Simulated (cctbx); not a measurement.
# Which space group?

Cell: a = 7.9500 Å, b = 8.1710 Å, c = 15.9210 Å, α = 90.00°, β = 90.00°, γ = 90.00°. Expected content of the cell: I16 Sr4 Cr4.

The data are simulated with cctbx, not measured: Cu Kα, λ = 1.54184 Å, to d = 0.83 Å, 70 % of the full sphere, strongest reflection 20000 counts, noise from counting, a 1.5 % proportional error and a noise floor of 8 counts (s.d.); no absorption, some extinction.

A first pass over the reflections prints:

```text
5249 reflections to d = 0.830 A
centring   violations  <I/sigma> of those
    A       1113 of  2646      9.1
    B       1034 of  2619      8.9
    C        911 of  2621      7.8
    I          0 of  2614      0.0
    R       1323 of  3508      8.2
    F       1529 of  3943      8.6
Laue class    unique    Rint  (classes that these axes allow; Friedel mates merged)
I 1 2/m 1         999   0.023
I 1 1 2/m         970   0.023
I 2/m 1 1         997   0.022
I m m m           565   0.025
space group    extra absences  I>4sigma  <I/sigma>
I 2 2 2                 0          0         -  acentric
I 21 21 21              0          0         -  acentric
I m m 2                 0          0         -  acentric
I 2 m m                 0          0         -  acentric
I m 2 m                 0          0         -  acentric
I b a 2               211          0      -0.0  acentric
I m a 2               109          0      -0.1  acentric
I b m 2               102          0       0.1  acentric
I 2 c m               109          0      -0.1  acentric
I c 2 m               102          0       0.1  acentric
I m m m                 0          0         -  centric
I b a m               211          0      -0.0  centric
I b m m               102          0       0.1  centric
I c m m               102          0       0.1  centric
I m c m               109          0      -0.1  centric
I m a m               109          0      -0.1  centric
Wilson B = 1.95 A^2   <|E^2-1|> = 0.910 (0.968 centric, 0.736 acentric)   E^2>4: 3.9 %
shell (A)         n   <I/sigma>
 7.96 - 1.66     81     43.3
 1.66 - 1.32     74     40.2
 1.32 - 1.15     70     37.6
 1.15 - 1.05     69     30.6
 1.05 - 0.97     70     26.3
 0.97 - 0.92     68     29.1
 0.92 - 0.87     68     22.7
 0.87 - 0.83     65     19.2
```

**Question.** What are the lattice type, the Laue class and the likely space group?

The reflections that I centring forbids are absent (⟨I/σ⟩ near 0), so the lattice is I.

Rint stays low (0.022 to 0.025) up to I m m m, the highest class in these axes.

16 settings pass the absence test. The most absences obeyed, 211, belong to I b a 2 and I b a m, which absences can't tell apart.

⟨|E²−1|⟩ = 0.910 leans to a centrosymmetric structure. The Wilson B of 1.95 Å² means U ≈ 0.0247 Å².

The true group is Ibam (no. 72), Laue class mmm, centrosymmetric. The tables only narrow the choice to the tied entries; cell content, site symmetry and trial solutions must settle it.

The model is made up (kin elements in a known structure type, no relaxation), so it says nothing on whether the phase exists.

[Logs are printed without paths, hosts, clocks, repeated set-up lines and the standing remarks that a program may print on its own settings, such as how far it seeks lower states.]
